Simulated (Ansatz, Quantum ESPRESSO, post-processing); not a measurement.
# Ballistic transmission: vacuum gap of 5.0 Å between two Rh(111) faces, part 4 of 4

Wanted: the transmission near the Fermi level and the conductance of this junction: vacuum gap of 5.0 Å between two Rh(111) faces.

Quantum ESPRESSO 7.5; plane-wave DFT, PBE, GBRV ultrasoft pseudopotentials; cross-check by Ansatz 0.2.0 with PAW datasets.

So far. Step 3 (The open system): The run is unpolarised; a magnetic state was not tried, may lie lower and would change T. Step 3 (The open system): At no point does T exceed the number of channels.

**5. The same in Ansatz**

As a check, the same structure is run in Ansatz.

Level of this step: plane-wave DFT, PBE, Ansatz PAW (Ansatz 0.2.0).

input.yaml reads:

```yaml
crystal:
  lattice:
    - [2.7082189719, 0.0, 0.0]
    - [1.354109486, 2.3453864287, 0.0]
    - [0.0, 0.0, 42.5912760269]
  atoms:
    - { symbol: Rh, position: [0.0, 0.0, 0.0] }
    - { symbol: Rh, position: [0.333333333, 0.333333333, 0.0519179451] }
    - { symbol: Rh, position: [0.666666667, 0.666666667, 0.1038358902] }
    - { symbol: Rh, position: [0.0, 0.0, 0.1557538353] }
    - { symbol: Rh, position: [0.333333333, 0.333333333, 0.2076717804] }
    - { symbol: Rh, position: [0.666666667, 0.666666667, 0.2595897256] }
    - { symbol: Rh, position: [0.0, 0.0, 0.3115076707] }
    - { symbol: Rh, position: [0.333333333, 0.333333333, 0.3634256158] }
    - { symbol: Rh, position: [0.666666667, 0.666666667, 0.4153435609] }
    - { symbol: Rh, position: [0.0, 0.0, 0.532738494] }
    - { symbol: Rh, position: [0.333333333, 0.333333333, 0.5846564391] }
    - { symbol: Rh, position: [0.666666667, 0.666666667, 0.6365743842] }
    - { symbol: Rh, position: [0.0, 0.0, 0.6884923293] }
    - { symbol: Rh, position: [0.333333333, 0.333333333, 0.7404102744] }
    - { symbol: Rh, position: [0.666666667, 0.666666667, 0.7923282196] }
    - { symbol: Rh, position: [0.0, 0.0, 0.8442461647] }
    - { symbol: Rh, position: [0.333333333, 0.333333333, 0.8961641098] }
    - { symbol: Rh, position: [0.666666667, 0.666666667, 0.9480820549] }
kpoints:
  mp_grid: { grid: [10, 10, 1] }
hamiltonian:
  xc: pbe
scf:
  occupations: { method: fermi_dirac, width: 0.1 }
  convergence: { dr2_threshold: 1.0e-08 }
output:
  transmission: { leads: [[0, 3]], e_range: [-0.4, 0.4], de: 0.4, kmesh: [8, 8] }
  write_potential: true
  write_density: true
  volumetric_format: npy
```

On the command line:

```
$ ansatz run input.yaml --threads 4 --pin off --max-ram 8192MiB --backend cpu --events-out ev --progress --plain --runs-dir out
```

Numbers of over 12 decimals in the logs are rounded to 6 here.

What it wrote:

```text
Engine: ansatz 0.2.0, aarch64-unknown-linux-gnu
Pseudopotentials: kind: paw
Pseudopotential: Rh, paw, valence charge 17, recommended cutoff 420 eV (normal), Rh.paw.azcp
Functional definition: PBE
  parameter kappa = 0.804
  parameter beta = 0.066725
  exchange = pbe_x(kappa = kappa, mu = beta*pi^2/3)
  correlation = pbe_c(beta = beta)
Crystal: 18 atoms, lattice volume = 270.532 Å³
Basis set: ecut = 420 eV, 5333 PW (Γ)
Bands: 184, of which v1, the nominal top of the filled ones, is band 153 counted from 1 (152 counted from 0)
Symmetry: 12 space group operations
Space group: P-3m1 (ITA 164), of the structure as read, at distance tolerance 6.5e-5 Å
k-points: 14 of 100
Non-local potential: Rh, projectors of the file, l = 0: 3, l = 1: 2, l = 2: 2, l = 3: 1
PAW form: soft (Blöchl's): semilocal exchange-correlation on the pseudo side does not see the compensation charge
PAW one-centre angular grid: Rh, 590 points (default); XC on 64 Gauss nodes
Initial density: superposition of atomic densities (neutral atoms: chi_scale 0, normalization atom), corrected by the library's trained network
Initial wavefunctions: pseudopotential atomic-orbital guess
Functional: x = pbe(κ = 0.804, μ = 0.219515), c = pbe(β = 0.066725)
SCF iter   1: F=—  HF=-115250.910880 eV  |F-HF|=—  |Δ(HF+E_count)|=         —  Δρ=7.83e-3  dr2=6.15e0  ethr=1.77e-3  ⟨swp⟩=5.5  Hψ=8331  notcnv=0  defer=66
preconditioner: auto → LDOS  [metal: Δε(μ)=0.012 eV  Ē_g=6.017 eV  σ=0.100 eV  W_gap=0.03  n_scr=102 (ndim 8)  ℏωp=28.7 eV  f_vac=0.052  D(μ)=26.61/eV (n_scr^D=326)  β→1.0]
SCF iter   2: F=—  HF=-115250.902020 eV  |F-HF|=—  |Δ(HF+E_count)|=   8.86e-3  Δρ=3.81e-3  dr2=6.08e-2  ethr=1.77e-3  ⟨swp⟩=1.1  Hψ=2972  notcnv=0  defer=67
SCF iter   3: F=—  HF=-115250.895775 eV  |F-HF|=—  |Δ(HF+E_count)|=   6.24e-3  Δρ=1.83e-3  dr2=4.00e-2  ethr=1.99e-5  ⟨swp⟩=2.0  Hψ=3884  notcnv=0  defer=69
SCF iter   4: F=—  HF=-115250.894070 eV  |F-HF|=—  |Δ(HF+E_count)|=   1.71e-3  Δρ=2.85e-4  dr2=6.02e-4  ethr=1.31e-5  ⟨swp⟩=1.1  Hψ=2494  notcnv=0  defer=69
SCF iter   5: F=—  HF=-115250.894217 eV  |F-HF|=—  |Δ(HF+E_count)|=   1.47e-4  Δρ=2.33e-4  dr2=1.99e-4  ethr=1.97e-7  ⟨swp⟩=2.0  Hψ=3724  notcnv=0  defer=69
SCF iter   6: F=—  HF=-115250.894162 eV  |F-HF|=—  |Δ(HF+E_count)|=   5.54e-5  Δρ=6.51e-5  dr2=2.14e-5  ethr=6.51e-8  ⟨swp⟩=2.1  Hψ=3737  notcnv=0  defer=69
SCF iter   7: F=—  HF=-115250.895085 eV  |F-HF|=—  |Δ(HF+E_count)|=   9.23e-4  Δρ=4.61e-5  dr2=6.82e-6  ethr=6.99e-9  ⟨swp⟩=2.1  Hψ=3755  notcnv=0  defer=69
SCF iter   8: F=—  HF=-115250.895083 eV  |F-HF|=—  |Δ(HF+E_count)|=   1.45e-6  Δρ=9.02e-6  dr2=5.19e-7  ethr=2.23e-9  ⟨swp⟩=2.0  Hψ=3612  notcnv=0  defer=69
SCF iter   9: F=—  HF=-115250.895083 eV  |F-HF|=—  |Δ(HF+E_count)|=   1.85e-8  Δρ=3.24e-6  dr2=7.37e-8  ethr=1.70e-10  ⟨swp⟩=2.1  Hψ=3429  notcnv=0  defer=69
SCF iter  10: F=-115250.895083 eV  HF=-115250.895083 eV  |F-HF|=5.27e-9  |Δ(HF+E_count)|=  8.73e-11  Δρ=1.07e-6  dr2=6.90e-9  ethr=3.27e-12  ⟨swp⟩=8.1  Hψ=7729  notcnv=0
SCF 1 converged in 10 iterations: F = -115250.895083 eV  dr2 = 6.90e-9
  greatest PAW one-centre occupation: 1.000 electrons in one spin orbital (limit 2), on the Rh atom at site 11 (counted from 0), in its partial waves of l = 0
transmission: 77 of 770 steps passed
transmission: 154 of 770 steps passed
[...]
transmission: 770 of 770 steps passed
SCF converged after 10 iterations
Free energy (F): -115250.895083 eV
Harris-Foulkes:  -115250.895083 eV  (|F-HF|=5.27e-9)
Internal energy: -115250.019209 eV  (E = F + TS)
E sigma→0 (E₀):  -115250.457146 eV
Entropy (-TS):   -0.875874 eV (-48.660 meV/atom)
Fermi energy:    20.022200 eV
--- Per-component energies (eV) ---
  E_band       = -2216.832845
  E_kinetic    = 10306.661483
  E_local      = -70487.830841  (includes V_loc(G=0)·N_el)
  E_nonlocal   = 6385.267793
  E_hartree    = 30732.732451
  E_xc         = -3988.403630
  E_vxc        = -5006.265497  (∫ρ·V_xc dr)
  E_paw        = -64564.640851  (= ΣΔE_a)
  E_vpaw       = -4880.166798  (= ΣTr[D̂ρ^β])
  E_aug_tail   = 0.015508  (compensation charges beyond the density's cutoff)
  E_ewald      = -23633.821123
  E_smearing   = -0.875874  (= −TS)
  E_closure    = 0.000000  (closes the sum)
  Σ components = -115250.895083   (vs F -115250.895083, Δ=0.00e0)
--- Band table (eV; the first three rows and the last of 14) ---
  k-point 0: bands = [... 149 lower, 19.0452, 19.0452, 19.0572, 19.0574, 19.0574, 19.1374, 19.1374, 19.2618, ... 27 higher]
  k-point 1: bands = [... 149 lower, 18.8901, 18.8908, 18.9894, 19.0101, 19.0812, 19.1124, 19.1206, 19.1896, ... 27 higher]
  k-point 2: bands = [... 149 lower, 18.6967, 18.7695, 18.8974, 18.9086, 19.0276, 19.0892, 19.1558, 19.2751, ... 27 higher]
  k-point 13: bands = [... 149 lower, 20.2021, 20.2637, 20.2791, 20.2981, 20.3315, 20.3711, 20.3827, 20.4162, ... 27 higher]
--- Transmission ---
  basis      : 55 plane waves across, 77 finite elements along
  points     : 10, standing for a mesh of 8 x 8
  energies   : 3 from -0.400000 to 0.400000 eV about the Fermi level, 0.400000 eV apart; the leads are filled to 0.000000 eV, and channels, transmission and decay are at 0.000000 eV
  crystal 0  : Rh3, at the sites [0, 3], period 6.6338 Å, over 39.80 Å; its Hamiltonian steps by up to 4.2 meV
    offset         : up to 0.0000 Å between an atom of the period and one for which it stands
    channels       : 2.062500e0 a spin
    conductance    : none, the energies end too early or step too widely for 300 K: set another output.transmission.e_range or a lower de, or, where they end at an eighth of basis.ecutwfc, a higher one
  junction   : crystal 0 to crystal 0, -0.41 to 35.55 Å
    transmission   : 7.243734e-2 a spin
    conductance    : none, the energies end too early or step too widely for 300 K: set another output.transmission.e_range or a lower de, or, where they end at an eighth of basis.ecutwfc, a higher one
```

Elapsed: 18 s, on 4 threads of Arm Neoverse V1, shared host; peak memory 1.4 GiB; 68 s of CPU time.

This step gave:

* free energy: -115250.8951 eV
* energy at zero smearing: -115250.4571 eV
* smearing term TS: 0.8759 eV
* Fermi energy: 20.02 eV
* symmetry operations: 12
* transmission at the Fermi level, one spin: 0.07244
* step of the lead's Hamiltonian over a period: 4.2 meV

Per spin; mean over the k mesh across the current. Transmission, zone mean against energy, zero at the Fermi level:

```
energy (eV)  transmission, zone mean
     -0.400                   0.0900
      0.000                   0.0724
      0.400                   0.0544
```

Per spin; mean over the k mesh across the current. Table of open channels, zone mean by energy, zero at the Fermi level:

```
energy (eV)  open channels, zone mean
     -0.400                      1.59
      0.000                      2.06
      0.400                      1.69
```

Ansatz finds T = 0.0724 against pwcond's 0.0728.

**6. All levels side by side**

All levels:

```
                   step  T at the Fermi level (per spin)  conductance (G0)  r.m.s. T(E) from the first  CPU time of the step (s)  peak memory (GiB)
                 Ansatz                          0.07244                 -                           0                      67.5              1.357
                 pwcond                          0.07276           0.07276                     3.77e-4                     280.2               0.29
pwcond, changed setting                          0.07257           0.07257                     2.85e-4                     332.4                0.3
```

Per spin; mean over the k mesh across the current. Transmission, zone mean against energy, zero at the Fermi level:

```
energy (eV)  Ansatz  pwcond  pwcond, changed setting
     -0.400  0.0900  0.0903                   0.0901
      0.000  0.0724  0.0728                   0.0726
      0.400  0.0544  0.0539                   0.0539
```

**7. The arithmetic**

The Landauer sum over the mesh, Σ w T = 0.0938 × 0.209 + 0.0938 × 0.144 + 0.1875 × 0.0602 + … = 0.07276.

G = 0.0728 × 77.48 µS = 5.64 µS a cell. Times the area of 6.352 Å², the resistance-area product is A/G = 11.3 fΩ m², the leads' contact resistance included.

**8. Summary of results**

```json
{
 "conductance from T at the Fermi level, a cell (G₀ = 2e²/h)": "0.0728 G₀",
 "conductance per area": "88.8 S/μm²",
 "lead channels per spin": "2.06",
 "the same conductance by Ansatz": "0.0724 G₀"
}
```

What this shows: The junction conducts 0.0728 G₀ a cell at the Fermi level (PBE, GBRV ultrasoft). At the Fermi level the junction passes 3.5 % of what the leads offer. At the Fermi level pwcond and Ansatz differ by 0.45 %, a close match. Points with over 2.5 times the mean carry 37 % of T, so the mean leans on few points, and the mesh was not tested. Over -0.4 to 0.4 eV, T lies between 0.054 and 0.090 per spin. The geometry is as built, not relaxed, and the leads are short. Semilocal functionals lack the image potential in a vacuum gap.

[Logs are printed without paths, hosts, clocks, repeated set-up lines and the standing remarks that a program may print on its own settings, such as how far it seeks lower states.]

[Hosts, paths, dates, database ids (printed as entryN), source tags and the programs' standing remarks are cut or masked in the printed files.]

[Maps of the electrostatic potential energy from Ansatz leave out the sawtooth potential of an applied field or a dipole correction, so their vacuum need not be flat; planar profiles and work functions include it.]
